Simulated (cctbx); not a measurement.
# What is wrong with this refinement?

Cell a = 5.4890 Å, b = 5.4890 Å, c = 3.0710 Å, α = 90.00°, β = 90.00°, γ = 120.00°; space group P6/mmm (no. 191). The compound is ErRu3C2.

The data are simulated with cctbx, not measured: Mo Kα, λ = 0.71073 Å, to d = 0.8 Å, 95 % of the full sphere, strongest reflection 5000 counts, noise from counting, a 2 % proportional error and a noise floor of 15 counts (s.d.); no absorption.

An anisotropic refinement with weights 1/σ² prints:

```text
Rint 0.043, 49 unique reflections to 0.81 A
cycle     R1     wR2    GooF  max shift (A)
   1  0.3887  0.6882  38.519   0.00000
   3  0.2342  0.4294  24.037   0.00000
final R1 0.2339 wR2 0.4294 GooF 24.037  parameters 7  data/parameter 7.0
atom        x        y        z      Ueq    occ   su(xyz)  su(Uiso or U11)
Ru1    0.00000  0.00000  0.00000  -0.0217  1.000  0.00000  0.0069  NPD
Er1    0.00000  0.50000  0.50000   0.0449  1.000  0.00000  0.0113
C1     0.66667  0.33333  0.00000   0.0037  1.000  0.00000  0.0888  NPD
difference map: max 28.02 min -22.70 rms 4.24
Q1    0.0000  0.0000  0.0000    1   28.32  0.00 A from Ru1
Q2    0.0000  0.5000  0.0000    3   15.28  1.54 A from Er1
Q3    0.0000  0.5000  0.5000    3   11.04  0.00 A from Er1
Q4    0.0000  0.2160  0.2779   12    5.49  1.46 A from Ru1
Q5    0.1530  0.3060  0.1370   12    5.19  1.51 A from Ru1
Q6    0.1160  0.2319  0.3417   12    4.44  1.52 A from Ru1
```

**Question.** Can this result stand? If not, what is the likely fault?

Mend it. The fault: elements exchanged: Er1 is Ru and Ru1 is Er. Against the right model at the same level, R1 goes from 0.0142 to 0.2339 and GooF from 1.02 to 24.04, U of Ru1 shrinks from 0.0228 to -0.0217 Å², the top difference peak, 28.3 e/Å³, lies on Ru1, a hole of -22.7 e/Å³ opens and Ru1 and C1 go non-positive-definite. Er1 has 24 electrons too many and its U swells to shed them, as expected; Ru1 has 24 electrons too few and its U shrinks to make up, as expected.

The compound is ErRu3C2. The right model at the same level gives:

```text
Rint 0.043, 49 unique reflections to 0.81 A
cycle     R1     wR2    GooF  max shift (A)
   1  0.0233  0.0370   2.072   0.00000
   2  0.0142  0.0182   1.021   0.00000
final R1 0.0142 wR2 0.0182 GooF 1.021  parameters 7  data/parameter 7.0
atom        x        y        z      Ueq    occ   su(xyz)  su(Uiso or U11)
Er1    0.00000  0.00000  0.00000   0.0228  1.000  0.00000  0.0003
Ru1    0.00000  0.50000  0.50000   0.0186  1.000  0.00000  0.0004
C1     0.66667  0.33333  0.00000   0.0387  1.000  0.00000  0.0057
difference map: max 0.68 min -0.70 rms 0.21
Q1    0.0000  0.0000  0.5000    1    0.71  1.54 A from Er1
Q2    0.1079  0.5540  0.2862   12    0.69  0.83 A from Ru1
Q3    0.0000  0.3004  0.2227   12    0.55  1.39 A from Ru1
Q4    0.3333  0.6667  0.2286    4    0.48  0.70 A from C1
Q5    0.0000  0.0000  0.0000    1    0.44  0.00 A from Er1
Q6    0.1228  0.3926  0.2464   24    0.40  1.34 A from Ru1
```

The model was made for the exercise: a known structure type with other elements put in, its volume estimated, not relaxed; displacement parameters are assumed.

[Middle refinement cycles are left out of these outputs.]

[Logs are printed without paths, hosts, clocks, repeated set-up lines and the standing remarks that a program may print on its own settings, such as how far it seeks lower states.]
